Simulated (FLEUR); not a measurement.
## NiO: parallel and opposed starts

Wanted: the moments of NiO and the energy of each order that was tried.

Calculated with FLEUR MaX-R8.1; LDA (VWN) with U = 6 eV on Ni d; all-electron FLAPW, Dirac cores, scalar-relativistic bands.

**1. The starting structure**

The structure is cubic, space group Fm-3m (No. 225). Conventional cell: a = 4.172 Å, b = 4.172 Å, c = 4.172 Å, α = 90.00°, β = 90.00°, γ = 90.00°. Nearest to Ni lie 6 O at 2.09 Å. Nearest to O lie 6 Ni at 2.09 Å. Farther neighbours and most contacts between anions are not listed.

As a file:

```cif
data_structure
_symmetry_space_group_name_H-M 'P 1'
_symmetry_Int_Tables_number 1
_cell_length_a 2.9499
_cell_length_b 2.9499
_cell_length_c 2.9499
_cell_angle_alpha 60.000
_cell_angle_beta 60.000
_cell_angle_gamma 60.000
_cell_volume 18.15
loop_
_atom_site_label
_atom_site_type_symbol
_atom_site_fract_x
_atom_site_fract_y
_atom_site_fract_z
_atom_site_occupancy
Ni1 Ni 0.00000 0.00000 0.00000 1
O2 O 0.50000 0.50000 0.50000 1
```

**2. Run 1 (ferro +)**

The parallel start comes first: it shows whether parallel moments hold. A Hubbard U acts on the open shell, since semilocal functionals spread its electrons too much.

inpgen writes inp.xml from crystal.txt; cutoffs, mixing, functional, smearing and local orbitals are then set in the file. The k list default-1 (kpts.xml, not shown) is a Γ-centred 8×8×8 mesh; where the ranks do not divide the number of points, some are split in two of half the weight.

inp.xml reads:

```
<?xml version="1.0" encoding="UTF-8" standalone="no"?>
<fleurInput fleurInputVersion="0.39">
   <comment>
      NiO
   </comment>
   <calculationSetup>
      <cutoffs Kmax="4.32" Gmax="13.0" GmaxXC="13.0" numbands="0"/>
      <scfLoop itmax="130" minDistance="0.0001" maxIterBroyd="15" imix="Anderson" alpha="0.05" precondParam="0.0" spinf="2.0" sdNocoIR="T"/>
      <coreElectrons ctail="T" frcor="F" kcrel="0" coretail_lmax="0"/>
      <xcFunctional name="vwn" relativisticCorrections="F"/>
      <magnetism jspins="2"/>
      <soc l_soc="F" theta="0.0" phi="0.0" spav="F"/>
      <expertModes spex="0" secvar="F"/>
      <geometryOptimization l_f="F" forcealpha="1.0" forcemix="BFGS" epsdisp="0.00001" epsforce="0.00001"/>
      <ldaU l_linMix="F" mixParam="0.05" spinf="1.0"/>
   </calculationSetup>
   <cell>
      <bzIntegration valenceElectrons="24.0" mode="hist" fermiSmearingEnergy="0.00183747">
         <kPointListSelection listName="default-1"/>
         <xi:include xmlns:xi="http://www.w3.org/2001/XInclude" href="kpts.xml"> </xi:include>
      </bzIntegration>
      <xi:include xmlns:xi="http://www.w3.org/2001/XInclude" href="sym.xml"> </xi:include>
      <bulkLattice scale="1.0">
         <bravaisMatrix>
            <row-1>    0.0000000000000000     3.9417828250996005     3.9417828250996005</row-1>
            <row-2>    3.9417828250996005     0.0000000000000000     3.9417828250996005</row-2>
            <row-3>    3.9417828250996005     3.9417828250996005     0.0000000000000000</row-3>
         </bravaisMatrix>
      </bulkLattice>
   </cell>
   <atomSpecies>
      <species name="Nickel (Ni2.000" element="Ni" atomicNumber="28">
         <mtSphere radius="2.46" gridPoints="813" logIncrement="0.015"/>
         <atomicCutoffs lmax="10" lnonsphr="8"/>
         <electronConfig flipSpins="F">
            <coreConfig>(1s1/2) (2s1/2) (2p1/2) (2p3/2)</coreConfig>
            <valenceConfig>(3s1/2) (3p1/2) (3p3/2) (4s1/2) (3d3/2) (3d5/2)</valenceConfig>
            <stateOccupation state="(3d3/2)" spinUp="2.0" spinDown="1.2"/>
            <stateOccupation state="(3d5/2)" spinUp="3.0" spinDown="1.8"/>
         </electronConfig>
         <energyParameters s="4" p="4" d="3" f="4"/>
         <ldaU l="2" U="6.0" J="0.0" l_amf="F"/>
         <lo type="SCLO" l="0" n="3" eDeriv="0"/>
         <lo type="SCLO" l="1" n="3" eDeriv="0"/>
      </species>
      <species name="Oxygen (O)" element="O" atomicNumber="8">
         <mtSphere radius="1.39" gridPoints="461" logIncrement="0.023"/>
         <atomicCutoffs lmax="6" lnonsphr="4"/>
         <electronConfig flipSpins="F">
            <coreConfig>(1s1/2)</coreConfig>
            <valenceConfig>(2s1/2) (2p1/2) (2p3/2)</valenceConfig>
            <stateOccupation state="(2p1/2)" spinUp="0.666667" spinDown="0.666667"/>
            <stateOccupation state="(2p3/2)" spinUp="1.333333" spinDown="1.333333"/>
         </electronConfig>
         <energyParameters s="2" p="2" d="3" f="4"/>
      </species>
   </atomSpecies>
   <atomGroups>
      <atomGroup species="Nickel (Ni2.000">
         <relPos label="                   1">.0000000000 .0000000000 .0000000000</relPos>
         <force calculate="T" relaxXYZ="TTT"/>
      </atomGroup>
      <atomGroup species="Oxygen (O)">
         <relPos label="                   2">1.000/2.000 1.000/2.000 1.000/2.000</relPos>
         <force calculate="T" relaxXYZ="TTT"/>
      </atomGroup>
   </atomGroups>
   <output dos="F" band="F" slice="F">
      <bandDOS minEnergy="-.5*Htr" maxEnergy="0.5*Htr" sigma="0.015" storeEVData="T"/>
      <plotting iplot="0" polar="F">
         <plot TwoD="T" vec1="  1.0  0.0  0.0" vec2="  0.0  1.0  0.0" vec3="  0.0  0.0  1.0" zero="  0.0  0.0  0.0" file="plot"/>
      </plotting>
      <moessbauerParams electricFieldGradient="F" isomerShift="F" coreHyperfine="F" valenceHyperfine="F"/>
   </output>
</fleurInput>
```

crystal.txt reads:

```
NiO
&input film=F cartesian=F /
0.00000000000  2.08590164140  2.08590164140
2.08590164140  0.00000000000  2.08590164140
2.08590164140  2.08590164140  0.00000000000
1.8897261246
1.0 1.0 1.0

2
28 0.00000000000  0.00000000000  0.00000000000 : 2.000
8 0.50000000000  0.50000000000  0.50000000000

&kpt div1=8 div2=8 div3=8 gamma=T /
```

Launch:

```sh
$ OMP_NUM_THREADS=1 inpgen -f crystal.txt > inpgen.log  # inp.xml is then edited as shown
$ OMP_NUM_THREADS=1 mpirun -n 4 fleur_MPI > fleur.log
```

Log:

```text
Welcome to FLEUR        (www.flapw.de)
      MaX-Release 8.1          (www.max-centre.eu)

 ========== k-point set info ==========
 Selected k-point list: default-1
 k-point list type: mesh
 0 x 0 x 0
 Number of k points: 32

 ------------Calculation Setup---------------------------
 Number of MPI-tasks      :            4
 Number of PE/node        :            4
 Number of OMP-threads    :            1
 k-points in parallel     :            4
 pe's per k-point         :            1
 No of k-point loops      :            8
 Eigenvalue solver        :       lapack
 Number of basis functions:          188
 Approximate size of matrices (H+S) per k-point:         0.001 GB
 --------------------------------------------------------
 no density matrix found ... skipping LDA+U
 Reset of history
 Iteration:     1   Distance:      29.47569879 me/bohr^3
 Iteration:     2   Distance:      38.61196369 me/bohr^3
 Iteration:     3   Distance:      35.90222028 me/bohr^3
 Iteration:     4   Distance:      19.85300143 me/bohr^3
 Iteration:     5   Distance:      12.81230025 me/bohr^3
 Iteration:     6   Distance:       9.21324723 me/bohr^3
 Iteration:     7   Distance:       1.62764212 me/bohr^3
 Iteration:     8   Distance:       1.10982997 me/bohr^3
 Iteration:     9   Distance:       0.19033727 me/bohr^3
 Iteration:    10   Distance:       0.21488589 me/bohr^3
 Iteration:    11   Distance:       0.05293595 me/bohr^3
 Iteration:    12   Distance:       0.05332350 me/bohr^3
 Iteration:    13   Distance:       0.01781500 me/bohr^3
 Iteration:    14   Distance:       0.00687239 me/bohr^3
 Iteration:    15   Distance:       0.00085921 me/bohr^3
 Iteration:    16   Distance:       0.00014503 me/bohr^3
 Iteration:    17   Distance:       0.00012131 me/bohr^3
 Iteration:    18   Distance:       0.00007453 me/bohr^3

 ********************************************************************
 Run finished successfully
 Stop message:
   all done
 ********************************************************************

--- out.xml (last complete iteration) ---
<iteration numberForCurrentRun="   18" overallNumber="   18">
         [... left out ...]
         <bandgap value="1.7341623136" units="eV"/>
         <sumValenceSingleParticleEnergies value="-18.0251467584" units="Htr"/>
         <FermiEnergy value="0.2775600713" units="Htr"/>
         <valenceDensity>
            <mtCharges spin="1">
               <mtCharge atomType="1" total="9.5579668" s="1.2041393" p="3.2599197" d="5.0108581" f="0.0579205"/>
               <mtCharge atomType="2" total="2.3171426" s="0.6910687" p="1.6218626" d="0.0036403" f="0.0004754"/>
            </mtCharges>
            <mtCharges spin="2">
               <mtCharge atomType="1" total="7.8043582" s="1.1920194" p="3.2442686" d="3.2917111" f="0.0541740"/>
               <mtCharge atomType="2" total="2.1097320" s="0.6687721" p="1.4384930" d="0.0020529" f="0.0003465"/>
            </mtCharges>
            <spinDependentCharge spin="1" total="13.0000000" interstitial="1.1248906" mtSpheres="11.8751094"/>
            <spinDependentCharge spin="2" total="11.0000000" interstitial="1.0859098" mtSpheres="9.9140902"/>
            <totalCharge value="24.0000000000"/>
         </valenceDensity>
         [... left out ...]
         <allElectronCharges>
            <spinDependentCharge spin="1" total="19.0000000" interstitial="1.1248911" mtSpheres="17.8751089"/>
            <spinDependentCharge spin="2" total="17.0000000" interstitial="1.0859103" mtSpheres="15.9140897"/>
            <totalCharge value="35.9999999993"/>
         </allElectronCharges>
         <magneticMomentsInMTSpheres units="muBohr">
            <globalMagMoment atomType="1" vec="0.00000   0.00000   1.75361"/>
            <localMagMoment atomType="1" vec="0.00000   0.00000   1.75361"/>
            <globalMagMoment atomType="2" vec="0.00000   0.00000   0.20741"/>
            <localMagMoment atomType="2" vec="0.00000   0.00000   0.20741"/>
         </magneticMomentsInMTSpheres>
         <moessbauerParams unitsHFF="kG" unitsIS="e/bohr^3" unitsEFG="Htr/bohr^2">
         </moessbauerParams>
         <totalEnergy value="    -1593.1148349901" units="Htr">
            <sumOfEigenvalues value="     -908.6784478722">
               <coreElectrons value="-890.6533011138"/>
               <valenceElectrons value="-18.0251467584"/>
            </sumOfEigenvalues>
            <densityCoulombPotentialIntegral value="-2432.5407036095"/>
            <densityEffectivePotentialIntegral value="-2524.1175540944"/>
            <chargeDenXCDenIntegral value="-69.2071794733"/>
            <FockExchangeEnergyValence value="0.0000000000"/>
            <FockExchangeEnergyCore value="0.0000000000"/>
            <atomTypeDependentContributions atomType="1">
               <electronNucleiInteractionDifferentMTs value="1824.4742134799"/>
               <MadelungTerm value="-8.4444710749"/>
            </atomTypeDependentContributions>
            <atomTypeDependentContributions atomType="2">
               <electronNucleiInteractionDifferentMTs value="85.7713368974"/>
               <MadelungTerm value="-5.2631274133"/>
            </atomTypeDependentContributions>
            <dftUCorrection value="-0.8767389313"/>
            <tkbTimesEntropy value="0.0000000000"/>
            <freeEnergy value="-1593.1148349901"/>
            <extrapolationTo0K value="-1593.1148349901"/>
         </totalEnergy>
         <ldaUDensityMatrix>
            <densityMatrixFor spin="1" atomType="1" uIndex="1" l="2" U="6.00000000" J="0.00000000">
               (+1.00721,+0.00000) (+0.00000,+0.00000) (+0.00000,+0.00000) (+0.00000,+0.00000) (+0.02518,+0.00000)
               (+0.00000,+0.00000) (+0.98203,+0.00000) (+0.00000,+0.00000) (+0.00000,+0.00000) (+0.00000,+0.00000)
               (+0.00000,+0.00000) (+0.00000,+0.00000) (+1.03239,+0.00000) (+0.00000,+0.00000) (+0.00000,+0.00000)
               (+0.00000,+0.00000) (+0.00000,+0.00000) (+0.00000,+0.00000) (+0.98203,+0.00000) (+0.00000,+0.00000)
               (+0.02518,+0.00000) (+0.00000,+0.00000) (+0.00000,+0.00000) (+0.00000,+0.00000) (+1.00721,+0.00000)
            </densityMatrixFor>
            <densityMatrixFor spin="2" atomType="1" uIndex="1" l="2" U="6.00000000" J="0.00000000">
               (+0.57873,+0.00000) (+0.00000,+0.00000) (+0.00000,+0.00000) (+0.00000,+0.00000) (-0.39806,+0.00000)
               (+0.00000,+0.00000) (+0.97679,+0.00000) (+0.00000,+0.00000) (+0.00000,+0.00000) (+0.00000,+0.00000)
               (+0.00000,+0.00000) (+0.00000,+0.00000) (+0.18067,+0.00000) (+0.00000,+0.00000) (+0.00000,+0.00000)
               (+0.00000,+0.00000) (+0.00000,+0.00000) (+0.00000,+0.00000) (+0.97679,+0.00000) (+0.00000,+0.00000)
               (-0.39806,+0.00000) (+0.00000,+0.00000) (+0.00000,+0.00000) (+0.00000,+0.00000) (+0.57873,+0.00000)
            </densityMatrixFor>
         </ldaUDensityMatrix>
         <ldaUDensityMatrixConvergence>
            <distance spin="1" distance="0.000000"/>
            <distance spin="2" distance="0.000003"/>
         </ldaUDensityMatrixConvergence>
         <densityConvergence units="me/bohr^3">
            <chargeDensity spin="1" distance="0.0000526279"/>
            <chargeDensity spin="2" distance="0.0000525772"/>
            <overallChargeDensity distance="0.0000742479"/>
            <spinDensity distance="0.0000745343"/>
         </densityConvergence>
      </iteration>
```

Elapsed: 13 s, on 4 MPI ranks of Intel Xeon Platinum 8259CL at 2.50GHz (Skylake/Cascade Lake), shared host; peak memory 0.23 GiB.

Numbers from this step:

```yaml
free_energy: -43350.8631 eV
program_s_band_gap_on_this_mesh_in_a_metal_only_a_level_spacing: 1.734 eV
magnetization: 2 μB
final_state: ferromagnetic
largest_moment: 1.754 μB
```

After 18 cycles the largest moment stands at 1.75 μB.

(Part 1 of 3 ends here.)

[Logs and program files are shortened in this print: banners, set-up blocks, solver, clock and traceback lines can be left out without a mark of their own.]

[Logs are printed without paths, hosts, clocks, repeated set-up lines and the standing remarks that a program may print on its own settings, such as how far it seeks lower states.]

[Hosts, paths, dates, database ids (printed as entryN), source tags and the programs' standing remarks are cut or masked in the printed files.]

[Where a cell is said to come from a database of computed structures, the database is the Materials Project.]
